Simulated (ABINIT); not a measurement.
## CaC2 (R-3m): making up for missing bands

Can a closure trick stand in for empty bands in GW on CaC2 (R-3m)?

Main program and level: ABINIT 10.8.3; PBEsol and many-body steps on it, plane waves.

This is a report of a sequence of runs, with the program logs left out and the cost of each run kept.

**1. The starting structure**

Symmetry: R-3m, No. 166, trigonal system. Conventional cell: a = 3.889 Å, b = 3.889 Å, c = 11.862 Å, α = 90.00°, β = 90.00°, γ = 120.00°. Ca has 6 C at 2.62 Å nearest. Nearest to C lie 1 C at 1.26 Å and 3 Ca at 2.62 Å. Farther neighbours, and contacts between anions beyond the nearest, are not listed.

The cell and positions are those that the Materials Project relaxed with its own functionals (PBE, PBE+U or r2SCAN), kept fixed.

**2. Empty states on the mesh, 4×4×4 mesh, 69 bands**

This step: ABINIT 10.8.3; DFT, PBEsol, plane waves, norm-conserving pseudopotentials.

The sums over transitions need many empty states on a uniform mesh; this step solves for them.

run.abi

```
acell 3*1.0 Angstrom
rprim 
  1.944397984288 1.122598699617 3.953874776707
  -1.944397984288 1.122598699617 3.953874776707
  -0.000000000000 -2.245197399304 3.953874776686
ntypat 2
znucl 20 6
natom 3
typat 1 2 2
xred 
  0.000000000000 0.000000000000 0.000000000000
  0.552915000000 0.552915000000 0.552915000000
  0.447085000000 0.447085000000 0.447085000000
pp_dirpath "pseudos"
pseudos "Ca.upf, C.upf"
ecut 37
ngkpt 4 4 4
nshiftk 1
shiftk 0 0 0
kptopt 1
chksymbreak 0
iscf -2
irdden 1
istwfk *1
nband 69
nbdbuf 6
tolwfr 1e-09
nstep 60
prtvol 0
indata_prefix "in"
outdata_prefix "out"
tmpdata_prefix "tmp"
```

Started as:

```sh
$ OMP_NUM_THREADS=1 mpirun -n 4 abinit run.abi > log
```

Elapsed: 22 s, on 4 MPI ranks of Intel Xeon Platinum 8488C (Sapphire Rapids), shared host; peak memory 0.36 GiB.

Read from the output:

- gap: 2.585 eV
- k of the valence top: 0.5, 0.5, 0.5
- k of the conduction bottom: 0.5, 0.5, 0
- least direct gap: 3.890 eV
- k points computed: 13
- lowest point of the top converged band, above the valence top: 49.37 eV

On this mesh the gap is 2.585 eV.

The density comes from a self-consistent run that is not shown.

**3. Screening, 4×4×4 mesh, 63 bands, screening to 122.5 eV**

The RPA dielectric matrix is built and inverted for each q.

This step: RPA screening on PBEsol, plane waves, norm-conserving pseudopotentials.

run.abi, as its differences from that of step 2:

```diff
@@ -21,10 +21,11 @@
 chksymbreak 0
-iscf -2
-irdden 1
 istwfk *1
-nband 69
-nbdbuf 6
-tolwfr 1e-09
-nstep 60
-prtvol 0
+occopt 1
+irdwfk 1
+optdriver 3
+nband 63
+ecuteps 4.5
+inclvkb 2
+awtr 1
+symchi 1
 indata_prefix "in"
```

Run time: 27 s. Hardware: 4 MPI ranks; peak memory 1 GiB.

This step gave:

| Quantity | Value |
| --- | --- |
| ε∞ with local fields, on this mesh | 3.792 |
| ε∞ without local fields, on this mesh | 4.707 |
| plasma frequency | 21.89 eV |
| plane waves in the screening matrix | 169 |

Local fields lower ε∞ by 19 %.

**4. 63 bands**

The self-energy is evaluated for the states that the input lists, and the quasiparticle equation is solved.

This step: G0W0 on PBEsol, plane waves, norm-conserving pseudopotentials.

run.abi, as its differences from that of step 3:

```diff
@@ -24,8 +24,19 @@
 irdwfk 1
-optdriver 3
+optdriver 4
 nband 63
+gwcalctyp 0
+ecutsigx 37
+symsigma 1
+nkptgw 3
+kptgw 
+  0.5000000000 0.5000000000 0.5000000000
+  0.5000000000 0.5000000000 0.0000000000
+  0.0000000000 0.0000000000 0.0000000000
+bdgw 
+  7 11
+  8 11
+  8 11
 ecuteps 4.5
-inclvkb 2
-awtr 1
-symchi 1
+irdscr 1
+ppmodel 1
 indata_prefix "in"
```

Elapsed: 8.1 s, on 4 MPI ranks; peak memory 0.92 GiB.

This step gave:

| Item | Value |
| --- | --- |
| G0W0 gap on the mesh | 4.587 eV |
| starting gap on the mesh | 2.585 eV |
| k of the valence top | 0.5, 0.5, 0.5 |
| k of the conduction bottom | 0.5, 0.5, 0 |
| Z at the valence top | 0.777 |
| Z at the conduction bottom | 0.814 |
| least direct G0W0 gap on the computed points | 5.96 eV |

The gap on the mesh goes from 2.59 eV to 4.59 eV, a correction of +2.00 eV.

**5. Screening, 4×4×4 mesh, 17 bands, screening to 122.5 eV**

This step: RPA screening on PBEsol, plane waves, norm-conserving pseudopotentials.

run.abi, as its differences from that of step 4:

```diff
@@ -24,19 +24,8 @@
 irdwfk 1
-optdriver 4
-nband 63
-gwcalctyp 0
-ecutsigx 37
-symsigma 1
-nkptgw 3
-kptgw 
-  0.5000000000 0.5000000000 0.5000000000
-  0.5000000000 0.5000000000 0.0000000000
-  0.0000000000 0.0000000000 0.0000000000
-bdgw 
-  7 11
-  8 11
-  8 11
+optdriver 3
+nband 17
 ecuteps 4.5
-irdscr 1
-ppmodel 1
+inclvkb 2
+awtr 1
+symchi 1
 indata_prefix "in"
```

Wall time 6.1 s (4 MPI ranks); peak memory 0.7 GiB.

Numbers from this step:

| Property | Result |
| --- | --- |
| ε∞ with local fields, on this mesh | 3.448 |
| ε∞ without local fields, on this mesh | 4.351 |
| plasma frequency | 21.89 eV |
| plane waves in the screening matrix | 169 |

**6. 17 bands**

This step: G0W0 on PBEsol, plane waves, norm-conserving pseudopotentials.

run.abi, as its differences from that of step 5:

```diff
@@ -24,8 +24,19 @@
 irdwfk 1
-optdriver 3
+optdriver 4
 nband 17
+gwcalctyp 0
+ecutsigx 37
+symsigma 1
+nkptgw 3
+kptgw 
+  0.5000000000 0.5000000000 0.5000000000
+  0.5000000000 0.5000000000 0.0000000000
+  0.0000000000 0.0000000000 0.0000000000
+bdgw 
+  7 11
+  8 11
+  8 11
 ecuteps 4.5
-inclvkb 2
-awtr 1
-symchi 1
+irdscr 1
+ppmodel 1
 indata_prefix "in"
```

The job ended after 4.8 s (4 MPI ranks; peak memory 0.87 GiB).

Read from the output:

```
G0W0 gap on the mesh                         : 4.995 eV
starting gap on the mesh                     : 2.585 eV
k of the valence top                         : 0.5, 0.5, 0.5
k of the conduction bottom                   : 0.5, 0.5, 0
Z at the valence top                         : 0.775
Z at the conduction bottom                   : 0.821
least direct G0W0 gap on the computed points : 6.406 eV
```

Against G0W0 in ABINIT (4×4×4 mesh, 63 bands, screening to 122.5 eV, Godby-Needs plasmon pole), the gap moves by +0.408 eV.

**7. Screening, 4×4×4 mesh, 17 bands, screening to 122.5 eV**

This step: RPA screening on PBEsol, plane waves, norm-conserving pseudopotentials.

run.abi, as its differences from that of step 6:

```diff
@@ -24,19 +24,10 @@
 irdwfk 1
-optdriver 4
+optdriver 3
 nband 17
-gwcalctyp 0
-ecutsigx 37
-symsigma 1
-nkptgw 3
-kptgw 
-  0.5000000000 0.5000000000 0.5000000000
-  0.5000000000 0.5000000000 0.0000000000
-  0.0000000000 0.0000000000 0.0000000000
-bdgw 
-  7 11
-  8 11
-  8 11
 ecuteps 4.5
-irdscr 1
-ppmodel 1
+inclvkb 2
+awtr 1
+symchi 1
+gwcomp 1
+gwencomp 2
 indata_prefix "in"
```

Wall time 16 s (4 MPI ranks); peak memory 0.73 GiB.

Read from the output:

| Property | Result |
| --- | --- |
| ε∞ with local fields, on this mesh | 3.521 |
| ε∞ without local fields, on this mesh | 4.351 |
| plasma frequency | 21.89 eV |
| plane waves in the screening matrix | 169 |

**8. 17 bands, completed**

This step: G0W0 on PBEsol, plane waves, norm-conserving pseudopotentials.

run.abi, as its differences from that of step 7:

```diff
@@ -24,8 +24,19 @@
 irdwfk 1
-optdriver 3
+optdriver 4
 nband 17
+gwcalctyp 0
+ecutsigx 37
+symsigma 1
+nkptgw 3
+kptgw 
+  0.5000000000 0.5000000000 0.5000000000
+  0.5000000000 0.5000000000 0.0000000000
+  0.0000000000 0.0000000000 0.0000000000
+bdgw 
+  7 11
+  8 11
+  8 11
 ecuteps 4.5
-inclvkb 2
-awtr 1
-symchi 1
+irdscr 1
+ppmodel 1
 gwcomp 1
```

It took 5.5 s on 4 MPI ranks; peak memory 0.84 GiB; 21 s of CPU time.

Read from the output:

* G0W0 gap on the mesh: 4.928 eV
* starting gap on the mesh: 2.585 eV
* k of the valence top: 0.5, 0.5, 0.5
* k of the conduction bottom: 0.5, 0.5, 0
* least direct G0W0 gap on the computed points: 6.282 eV

Against G0W0 in ABINIT (4×4×4 mesh, 63 bands, screening to 122.5 eV, Godby-Needs plasmon pole), the gap moves by +0.341 eV.

**9. Screening, 4×4×4 mesh, 28 bands, screening to 122.5 eV**

This step: RPA screening on PBEsol, plane waves, norm-conserving pseudopotentials.

run.abi, as its differences from that of step 8:

```diff
@@ -24,21 +24,8 @@
 irdwfk 1
-optdriver 4
-nband 17
-gwcalctyp 0
-ecutsigx 37
-symsigma 1
-nkptgw 3
-kptgw 
-  0.5000000000 0.5000000000 0.5000000000
-  0.5000000000 0.5000000000 0.0000000000
-  0.0000000000 0.0000000000 0.0000000000
-bdgw 
-  7 11
-  8 11
-  8 11
+optdriver 3
+nband 28
 ecuteps 4.5
-irdscr 1
-ppmodel 1
-gwcomp 1
-gwencomp 2
+inclvkb 2
+awtr 1
+symchi 1
 indata_prefix "in"
```

Run time: 12 s. Hardware: 4 MPI ranks; peak memory 0.78 GiB.

Numbers from this step:

```
ε∞ with local fields, on this mesh    : 3.756
ε∞ without local fields, on this mesh : 4.672
plasma frequency                      : 21.89 eV
plane waves in the screening matrix   : 169
```

**10. 28 bands**

This step: G0W0 on PBEsol, plane waves, norm-conserving pseudopotentials.

run.abi, as its differences from that of step 9:

```diff
@@ -24,8 +24,19 @@
 irdwfk 1
-optdriver 3
+optdriver 4
 nband 28
+gwcalctyp 0
+ecutsigx 37
+symsigma 1
+nkptgw 3
+kptgw 
+  0.5000000000 0.5000000000 0.5000000000
+  0.5000000000 0.5000000000 0.0000000000
+  0.0000000000 0.0000000000 0.0000000000
+bdgw 
+  7 11
+  8 11
+  8 11
 ecuteps 4.5
-inclvkb 2
-awtr 1
-symchi 1
+irdscr 1
+ppmodel 1
 indata_prefix "in"
```

Elapsed: 5.5 s, on 4 MPI ranks; peak memory 0.87 GiB.

This step gave:

```yaml
g0w0_gap_on_the_mesh: 4.547 eV
starting_gap_on_the_mesh: 2.585 eV
k_of_the_valence_top: 0.5, 0.5, 0.5
k_of_the_conduction_bottom: 0.5, 0.5, 0
least_direct_g0w0_gap_on_the_computed_points: 5.977 eV
```

Against G0W0 in ABINIT (4×4×4 mesh, 63 bands, screening to 122.5 eV, Godby-Needs plasmon pole), the gap moves by −0.040 eV.

**11. Screening, 4×4×4 mesh, 28 bands, screening to 122.5 eV**

This step: RPA screening on PBEsol, plane waves, norm-conserving pseudopotentials.

run.abi, as its differences from that of step 10:

```diff
@@ -24,19 +24,10 @@
 irdwfk 1
-optdriver 4
+optdriver 3
 nband 28
-gwcalctyp 0
-ecutsigx 37
-symsigma 1
-nkptgw 3
-kptgw 
-  0.5000000000 0.5000000000 0.5000000000
-  0.5000000000 0.5000000000 0.0000000000
-  0.0000000000 0.0000000000 0.0000000000
-bdgw 
-  7 11
-  8 11
-  8 11
 ecuteps 4.5
-irdscr 1
-ppmodel 1
+inclvkb 2
+awtr 1
+symchi 1
+gwcomp 1
+gwencomp 2
 indata_prefix "in"
```

The job ended after 22 s (4 MPI ranks; peak memory 0.8 GiB; 87 s of CPU time).

This step gave:

- ε∞ with local fields, on this mesh: 3.789
- ε∞ without local fields, on this mesh: 4.672
- plasma frequency: 21.89 eV
- plane waves in the screening matrix: 169

**12. 28 bands, completed**

This step: G0W0 on PBEsol, plane waves, norm-conserving pseudopotentials.

run.abi, as its differences from that of step 11:

```diff
@@ -24,8 +24,19 @@
 irdwfk 1
-optdriver 3
+optdriver 4
 nband 28
+gwcalctyp 0
+ecutsigx 37
+symsigma 1
+nkptgw 3
+kptgw 
+  0.5000000000 0.5000000000 0.5000000000
+  0.5000000000 0.5000000000 0.0000000000
+  0.0000000000 0.0000000000 0.0000000000
+bdgw 
+  7 11
+  8 11
+  8 11
 ecuteps 4.5
-inclvkb 2
-awtr 1
-symchi 1
+irdscr 1
+ppmodel 1
 gwcomp 1
```

Run time: 5.6 s. Hardware: 4 MPI ranks; peak memory 0.87 GiB.

Read from the output:

| Item | Value |
| --- | --- |
| G0W0 gap on the mesh | 4.605 eV |
| starting gap on the mesh | 2.585 eV |
| k of the valence top | 0.5, 0.5, 0.5 |
| k of the conduction bottom | 0.5, 0.5, 0 |
| least direct G0W0 gap on the computed points | 5.971 eV |

Against G0W0 in ABINIT (4×4×4 mesh, 63 bands, screening to 122.5 eV, Godby-Needs plasmon pole), the gap moves by +0.018 eV.

**13. Side by side**

Times are wall times on 4 MPI ranks of Intel Xeon Platinum 8488C (Sapphire Rapids), shared host, good to a factor of about two. A run's time includes the screening step that it read.

| run | mesh | bands | screening cutoff (eV) | DFT gap (eV) | gap on the mesh (eV) | direct (eV) | ε∞ used | time |
| --- | --- | --- | --- | --- | --- | --- | --- | --- |
| 63 bands | 4×4×4 | 63 | 122.5 | 2.585 | 4.587 | 5.960 | 3.79 | 36 s |
| 17 bands | 4×4×4 | 17 | 122.5 | 2.585 | 4.995 | 6.406 | 3.45 | 11 s |
| 17 bands, completed | 4×4×4 | 17 | 122.5 | 2.585 | 4.928 | 6.282 | 3.52 | 22 s |
| 28 bands | 4×4×4 | 28 | 122.5 | 2.585 | 4.547 | 5.977 | 3.76 | 17 s |
| 28 bands, completed | 4×4×4 | 28 | 122.5 | 2.585 | 4.605 | 5.971 | 3.79 | 28 s |

**14. Summary of results**

```json
{
  "63 bands": "4.587 eV",
  "17 bands": "4.995 eV",
  "17 bands, completed": "4.928 eV",
  "28 bands": "4.547 eV",
  "28 bands, completed": "4.605 eV"
}
```

In words: 17 bands: +0.408 eV against 63 bands. 17 bands, completed: +0.341 eV against 63 bands. 28 bands: −0.040 eV against 63 bands. 28 bands, completed: +0.018 eV against 63 bands. The row with most bands is itself short of the limit, so it is no exact reference, and agreement of a truncated run with it can be a cancellation between the edges.

[Long decimals in the printed logs are rounded to 6 places.]

[Logs are printed without paths, hosts, clocks, repeated set-up lines and the standing remarks that a program may print on its own settings, such as how far it seeks lower states.]

[Paths, hosts, dates, memory and timing lines, banners, echoed tables and standing remarks are left out of the program output; an Ansatz launch command may be rebuilt from the run's recorded settings. Measured values are a selection of at most five: reports struck by readers or far from the other reports are left out. None is set beside runs whose start may be inverted or whose files or cutoffs have a known fault.]

[Runs of the session that timed out or met a known fault of the program may be left out.]

[Hosts, paths, dates, database ids (printed as entryN), source tags and the programs' standing remarks are cut or masked in the printed files.]

[G0W0 gaps are taken among the corrected bands and points alone; a level outside them can change the order at an edge.]

[Where Ansatz stands beside ABINIT at settings called matched, ABINIT's density can come from a denser mesh and the files from another edition; pairs whose starting gaps differed by over 0.03 eV were left out, so agreement reads better than it is.]
